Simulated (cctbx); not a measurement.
## SmCuAs with cctbx, script by script

Library: cctbx 2025.11. The data are simulated by the first script.

## 1. Simulate the data

run.py:

```python
from cctbx import adptbx, crystal, miller, sgtbx, xray
from cctbx.array_family import flex
from iotbx.shelx import hklf
from scitbx import matrix
import scitbx.random

cs = crystal.symmetry(unit_cell=(6.889, 4.108, 7.516, 90, 90, 90), space_group_symbol='Hall: -P 2ac 2n')  # Pnma
atoms = [  # label, site, U (iso, or U11 U22 U33 U12 U13 U23 in A^2), occupancy
    ("Sm1", (0.9857, 0.75, 0.1841), 0.0121, 1),
    ("As1", (0.7163, 0.75, 0.8853), 0.0171, 1),
    ("Cu1", (0.8574, 0.75, 0.5648), 0.0174, 1),
]
xs = xray.structure(crystal_symmetry=cs)
for label, site, u, occ in atoms:
    u = adptbx.u_cif_as_u_star(cs.unit_cell(), u) if isinstance(u, tuple) else u
    xs.add_scatterer(xray.scatterer(label, site=site, u=u, occupancy=occ))
xs.set_inelastic_form_factors(1.3414, "sasaki")
xs.show_summary()
p1 = xs.expand_to_p1()
ms = miller.build_set(p1, anomalous_flag=True, d_min=0.8)
flex.set_random_seed(676552)
scitbx.random.set_random_seed(676552)
ms = ms.select(flex.random_double(ms.size()) < 0.5)
i = ms.structure_factors_from_scatterers(p1, algorithm="direct").f_calc().as_intensity_array().data()
i = i / flex.sqrt(1 + 0.1 * i / flex.max(i))  # extinction
i = i * 5000 / flex.max(i)
sig = flex.sqrt(i + flex.pow2(0.02 * i) + 15 ** 2)
noise = scitbx.random.variate(scitbx.random.normal_distribution())(i.size())
data = ms.array(data=i + sig * noise, sigmas=sig).set_observation_type_xray_intensity()
with open("data.hkl", "w") as f:
    data.export_as_shelx_hklf(f)
print("reflections written:", data.size(), " <I/sigma> = %.1f" % flex.mean(data.data() / data.sigmas()))
for h, a, b in list(data.sort("data"))[:12]:
    print("%4d%4d%4d %9.1f %7.1f" % (h + (a, b)))
```

```console
$ python run.py
```

```text
Number of scatterers: 3
At special positions: 3
Unit cell: (6.889, 4.108, 7.516, 90, 90, 90)
Space group: P n m a (No. 62)
reflections written: 841  <I/sigma> = 7.2
   0   2   0    4970.5   123.4
   2  -1  -1    2383.8    73.0
  -2  -1   1    2383.2    73.0
   0  -1   3    1835.6    58.6
   0   1   3    1829.1    58.6
  -1   1   2    1811.8    57.8
   1  -1  -2    1773.1    57.8
   1   1  -2    1763.5    57.8
  -1  -1  -2    1755.1    57.8
   3  -1  -4    1733.5    54.4
   3   1   4    1715.3    54.4
  -3   1  -4    1693.4    54.4
```

It took 0.22 s on 1 thread of Arm Neoverse V2, with other jobs on the host, peak memory 0.07 GiB.

## 2. Refinement (right model, isotropic)

run.py:

```python
import math
from cctbx import adptbx, crystal, maptbx, sgtbx, xray
from cctbx.array_family import flex
from cctbx.xray import observations
from iotbx.shelx import hklf
from scitbx.lstbx import normal_eqns_solving
from smtbx import absolute_structure, utils
from smtbx.refinement import constraints, least_squares

cs = crystal.symmetry(unit_cell=(6.889, 4.108, 7.516, 90, 90, 90), space_group_symbol='Hall: -P 2ac 2n')  # Pnma
atoms = [  # label, site, U (iso, or U11 U22 U33 U12 U13 U23 in A^2), occupancy
    ("Sm1", (0.9761, 0.75, 0.1831), 0.0200, 1),
    ("As1", (0.729, 0.75, 0.8768), 0.0200, 1),
    ("Cu1", (0.8608, 0.75, 0.5685), 0.0200, 1),
]
xs = xray.structure(crystal_symmetry=cs)
for label, site, u, occ in atoms:
    u = adptbx.u_cif_as_u_star(cs.unit_cell(), u) if isinstance(u, tuple) else u
    xs.add_scatterer(xray.scatterer(label, site=site, u=u, occupancy=occ))
xs.set_inelastic_form_factors(1.3414, "sasaki")
raw = hklf.reader(file_name="data.hkl").as_miller_arrays(crystal_symmetry=cs, anomalous=True)[0]
merged = raw.eliminate_sys_absent().merge_equivalents()
fo2 = merged.array().set_observation_type_xray_intensity()
print("Rint %.3f, %d unique reflections to %.2f A" % (merged.r_int(), fo2.size(), fo2.d_min()))
for sc in xs.scatterers():
    sc.flags.set_grad_site(True)
    sc.flags.set_grad_u_aniso(sc.flags.use_u_aniso())
    sc.flags.set_grad_u_iso(sc.flags.use_u_iso())
obs = fo2.as_xray_observations()
extra = {}
rep = constraints.reparametrisation(xs, [], utils.connectivity_table(xs), **extra)
ls = least_squares.crystallographic_ls(obs, rep, weighting_scheme=least_squares.mainstream_shelx_weighting(a=0, b=0))
print("cycle     R1     wR2    GooF  max shift (A)")
for cycle in range(8):
    ls.build_up()
    r1, wr2, goof = ls.r1_factor(cutoff_factor=2)[0], ls.wR2(), ls.goof()
    old = xs.sites_cart()
    normal_eqns_solving.levenberg_marquardt_iterations(ls, n_max_iterations=3, tau=1e-06, step_threshold=1e-7)
    big = flex.max((xs.sites_cart() - old).norms())
    print("%4d %7.4f %7.4f %7.3f %9.5f" % (cycle + 1, r1, wr2, goof, big))
    ls.build_up(objective_only=True)
    if abs(ls.wR2() - wr2) < 5e-5 and big < 5e-4:
        break
ls.build_up()
print("final R1 %.4f wR2 %.4f GooF %.3f  parameters %d  data/parameter %.1f" % (ls.r1_factor(cutoff_factor=2)[0], ls.wR2(), ls.goof(), ls.n_parameters, fo2.size() / ls.n_parameters))
cov = ls.covariance_matrix_and_annotations()
su = dict(zip(cov.annotations, (math.sqrt(max(v, 0)) for v in cov.matrix.matrix_packed_u_diagonal())))
a2 = cs.unit_cell().reciprocal_parameters()[0] ** -2
print("atom        x        y        z      Ueq    occ   su(xyz)  su(Uiso or U11)")
for sc in xs.scatterers():
    s = max(su.get(sc.label + k, 0) for k in (".x", ".y", ".z"))
    npd = "" if sc.is_positive_definite_u(cs.unit_cell()) else "  NPD"
    print("%-5s %8.5f %8.5f %8.5f %8.4f %6.3f %8.5f %7.4f%s" % ((sc.label,) + sc.site + (sc.u_iso_or_equiv(cs.unit_cell()), sc.occupancy, s, su.get(sc.label + ".uiso", su.get(sc.label + ".u11", 0) * a2), npd)))
fo = fo2.f_sq_as_f()
fc = fo.structure_factors_from_scatterers(xs, algorithm="direct").f_calc()
diff = fo.f_obs_minus_f_calc(1 / math.sqrt(ls.scale_factor()), fc).average_bijvoet_mates()
m = diff.fft_map(symmetry_flags=maptbx.use_space_group_symmetry, resolution_factor=0.25).apply_volume_scaling()
print("difference map: max %.2f min %.2f rms %.2f" % (m.statistics().max(), m.statistics().min(), m.statistics().sigma()))
peaks = m.peak_search(parameters=maptbx.peak_search_parameters(min_distance_sym_equiv=0.6, max_clusters=6)).all()
near = xs.closest_distances(peaks.sites(), distance_cutoff=4)
sps = cs.special_position_settings(min_distance_sym_equiv=0.5)
for k, (x, h) in enumerate(zip(peaks.sites(), peaks.heights())):
    ss = sps.site_symmetry(x)
    print("Q%-3d %7.4f %7.4f %7.4f %4d %7.2f  %.2f A from %s" % ((k + 1,) + tuple(t % 1 for t in ss.exact_site()) + (ss.multiplicity(), h, near.smallest_distances[k], xs.scatterers()[near.i_seqs[k]].label)))
```

```console
$ python run.py
```

```text
Rint 0.059, 234 unique reflections to 0.80 A
cycle     R1     wR2    GooF  max shift (A)
   1  0.1960  0.3423   6.684   0.10771
   2  0.0293  0.0487   0.950   0.00001
final R1 0.0293 wR2 0.0487 GooF 0.950  parameters 9  data/parameter 26.0
atom        x        y        z      Ueq    occ   su(xyz)  su(Uiso or U11)
Sm1    0.98577  0.75000  0.18406   0.0115  1.000  0.00012  0.0002
As1    0.71655  0.75000  0.88547   0.0162  1.000  0.00028  0.0004
Cu1    0.85779  0.75000  0.56454   0.0165  1.000  0.00036  0.0006
difference map: max 3.12 min -2.93 rms 0.71
Q1    0.1475  0.7500  0.1590    4    3.32  1.13 A from Sm1
Q2    0.1469  0.7500  0.0162    4    2.95  1.57 A from Cu1
Q3    0.1625  0.2500  0.5982    4    2.60  1.23 A from Cu1
Q4    0.0574  0.7500  0.9027    4    2.33  2.08 A from Cu1
Q5    0.0580  0.2500  0.8671    4    2.27  0.49 A from Sm1
Q6    0.2419  0.2500  0.7676    4    2.24  1.61 A from Sm1
```

Time: 0.35 s.

## 3. Refinement (right model, anisotropic)

run.py, as its changes from the last script of this kind:

```diff
@@ -12,3 +12,3 @@
-    ("Sm1", (0.9761, 0.75, 0.1831), 0.0200, 1),
-    ("As1", (0.729, 0.75, 0.8768), 0.0200, 1),
-    ("Cu1", (0.8608, 0.75, 0.5685), 0.0200, 1),
+    ("Sm1", (0.98577, 0.75, 0.18406), 0.0115, 1),
+    ("As1", (0.71655, 0.75, 0.88547), 0.0162, 1),
+    ("Cu1", (0.85779, 0.75, 0.56454), 0.0165, 1),
@@ -20,0 +21 @@
+xs.convert_to_anisotropic()
```

```console
$ python run.py
```

```text
Rint 0.059, 234 unique reflections to 0.80 A
cycle     R1     wR2    GooF  max shift (A)
   1  0.0293  0.0487   0.970   0.00057
   2  0.0286  0.0474   0.945   0.00000
final R1 0.0286 wR2 0.0474 GooF 0.945  parameters 18  data/parameter 13.0
atom        x        y        z      Ueq    occ   su(xyz)  su(Uiso or U11)
Sm1    0.98573  0.75000  0.18408   0.0115  1.000  0.00013  0.0004
As1    0.71657  0.75000  0.88546   0.0163  1.000  0.00029  0.0010
Cu1    0.85781  0.75000  0.56447   0.0167  1.000  0.00036  0.0012
difference map: max 2.88 min -2.96 rms 0.71
Q1    0.0645  0.7500  0.9072    4    3.00  2.03 A from Cu1
Q2    0.0853  0.5966  0.6652    8    2.45  1.17 A from As1
Q3    0.1509  0.7500  0.1527    4    2.37  1.16 A from Sm1
Q4    0.1435  0.7500  0.0276    4    2.28  1.60 A from Sm1
Q5    0.2513  0.2500  0.7724    4    2.19  1.67 A from Sm1
Q6    0.1011  0.5432  0.8206    8    2.05  1.35 A from Sm1
```

Time: 0.35 s.

## 4. Refinement

run.py, as its changes from the last script of this kind:

```diff
@@ -14,0 +15 @@
+    ("Cu2", (0.222, 0.454, 0.522), 0.0300, 1),
@@ -21 +21,0 @@
-xs.convert_to_anisotropic()
@@ -35 +35 @@
-for cycle in range(8):
+for cycle in range(12):
```

```console
$ python run.py
```

```text
Rint 0.059, 234 unique reflections to 0.80 A
cycle     R1     wR2    GooF  max shift (A)
   1  0.2699  0.5088  10.025   0.09162
   2  0.0518  0.1238   2.438   0.75085
   3  0.0339  0.0625   1.232   1.05675
   4  0.0292  0.0486   0.958   0.06669
   5  0.0288  0.0483   0.952   0.00915
   6  0.0293  0.0495   0.976   0.00146
   7  0.0288  0.0483   0.952   0.00345
   8  0.0293  0.0495   0.975   0.00301
   9  0.0288  0.0483   0.952   0.00316
  10  0.0293  0.0495   0.975   0.00314
  11  0.0288  0.0483   0.952   0.00315
  12  0.0293  0.0495   0.975   0.00315
final R1 0.0288 wR2 0.0483 GooF 0.952  parameters 13  data/parameter 18.0
atom        x        y        z      Ueq    occ   su(xyz)  su(Uiso or U11)
Sm1    0.98578  0.75000  0.18407   0.0115  1.000  0.00012  0.0002
As1    0.71667  0.75000  0.88538   0.0162  1.000  0.00029  0.0004
Cu1    0.85763  0.75000  0.56469   0.0164  1.000  0.00036  0.0006
Cu2    0.10679  0.47952  0.61493   1.0000  1.000  0.01498  0.1023
difference map: max 3.38 min -2.77 rms 0.72
Q1    0.1472  0.7500  0.1596    4    3.60  1.13 A from Sm1
Q2    0.1472  0.7500  0.0169    4    2.94  1.57 A from Cu1
Q3    0.1786  0.2500  0.5957    4    2.36  1.07 A from Cu2
Q4    0.2450  0.2500  0.7705    4    2.32  1.63 A from Sm1
Q5    0.0568  0.7500  0.9020    4    2.15  2.09 A from Cu1
Q6    0.0567  0.2500  0.8667    4    2.13  0.48 A from Sm1
```

Time: 0.87 s.

This run holds a fault made on purpose: spurious atom: Cu2.

## 5. Refinement

run.py, as its changes from the last script of this kind:

```diff
@@ -14,2 +14 @@
-    ("Cu1", (0.85779, 0.75, 0.56454), 0.0165, 1),
-    ("Cu2", (0.222, 0.454, 0.522), 0.0300, 1),
+    ("Ni1", (0.85779, 0.75, 0.56454), 0.0165, 1),
@@ -21,0 +21 @@
+xs.convert_to_anisotropic()
```

```console
$ python run.py
```

```text
Rint 0.059, 234 unique reflections to 0.80 A
cycle     R1     wR2    GooF  max shift (A)
   1  0.0317  0.0512   1.020   0.00050
   2  0.0287  0.0475   0.946   0.00000
final R1 0.0287 wR2 0.0475 GooF 0.946  parameters 18  data/parameter 13.0
atom        x        y        z      Ueq    occ   su(xyz)  su(Uiso or U11)
Sm1    0.98573  0.75000  0.18409   0.0115  1.000  0.00013  0.0004
As1    0.71654  0.75000  0.88548   0.0164  1.000  0.00029  0.0010
Ni1    0.85781  0.75000  0.56448   0.0192  1.000  0.00036  0.0012
difference map: max 2.85 min -2.86 rms 0.72
Q1    0.0638  0.7500  0.9065    4    2.94  2.04 A from Ni1
Q2    0.1504  0.7500  0.1529    4    2.52  1.16 A from Sm1
Q3    0.0853  0.5962  0.6651    8    2.44  1.17 A from As1
Q4    0.2499  0.2500  0.7710    4    2.22  1.66 A from Sm1
Q5    0.1429  0.7500  0.0286    4    2.20  1.59 A from Sm1
Q6    0.2433  0.2500  0.9436    4    2.14  1.31 A from As1
```

Time: 0.38 s.

This run holds a fault made on purpose: wrong element: Ni1 is Cu.

## 6. Refinement

run.py, as its changes from the last script of this kind:

```diff
@@ -12,3 +12,3 @@
-    ("Sm1", (0.98577, 0.75, 0.18406), 0.0115, 1),
-    ("As1", (0.71655, 0.75, 0.88547), 0.0162, 1),
-    ("Ni1", (0.85779, 0.75, 0.56454), 0.0165, 1),
+    ("Sm1", (1.0215, 0.75, 0.3521), 0.0200, 1),
+    ("As1", (0.6111, 0.75, 0.8468), 0.0200, 1),
+    ("Cu1", (1.0631, 0.75, 0.6553), 0.0200, 1),
@@ -21 +20,0 @@
-xs.convert_to_anisotropic()
@@ -35 +34 @@
-for cycle in range(12):
+for cycle in range(10):
@@ -39 +38 @@
-    normal_eqns_solving.levenberg_marquardt_iterations(ls, n_max_iterations=3, tau=1e-06, step_threshold=1e-7)
+    normal_eqns_solving.levenberg_marquardt_iterations(ls, n_max_iterations=3, tau=0.0001, step_threshold=1e-7)
```

```console
$ python run.py
```

```text
Rint 0.059, 234 unique reflections to 0.80 A
cycle     R1     wR2    GooF  max shift (A)
   1  0.6985  0.9312  18.182   1.47587
   2  0.4051  0.6968  13.606   1.17351
   3  0.4124  0.7039  13.745   0.96914
   4  0.4143  0.7039  13.743   0.00000
final R1 0.4143 wR2 0.7039 GooF 13.743  parameters 9  data/parameter 26.0
atom        x        y        z      Ueq    occ   su(xyz)  su(Uiso or U11)
Sm1    1.01697  0.75000  0.31311   0.0018  1.000  0.00209  0.0045
As1    0.47072  0.75000  0.85360   0.2182  1.000  0.05320  0.1111
Cu1    1.32587  0.75000  0.48899   0.3740  1.000  0.11488  0.3206
difference map: max 78.67 min -31.09 rms 8.71
Q1    0.2146  0.2500  0.1119    4   82.51  0.96 A from Cu1
Q2    0.1502  0.7500  0.9321    4   78.66  2.10 A from Cu1
Q3    0.9865  0.2500  0.6625    4   59.13  0.18 A from Sm1
Q4    0.2174  0.2500  0.5118    4   33.01  1.76 A from As1
Q5    0.0602  0.2500  0.9165    4   24.39  0.96 A from Cu1
Q6    0.2096  0.2500  0.2518    4   22.00  1.46 A from As1
```

Run time: 0.5 s on 1 thread of Arm Neoverse V2 (shared host), peak memory 0.09 GiB.

This run holds a fault made on purpose: start far from the minimum.

[Logs are printed without paths, hosts, clocks, repeated set-up lines and the standing remarks that a program may print on its own settings, such as how far it seeks lower states.]
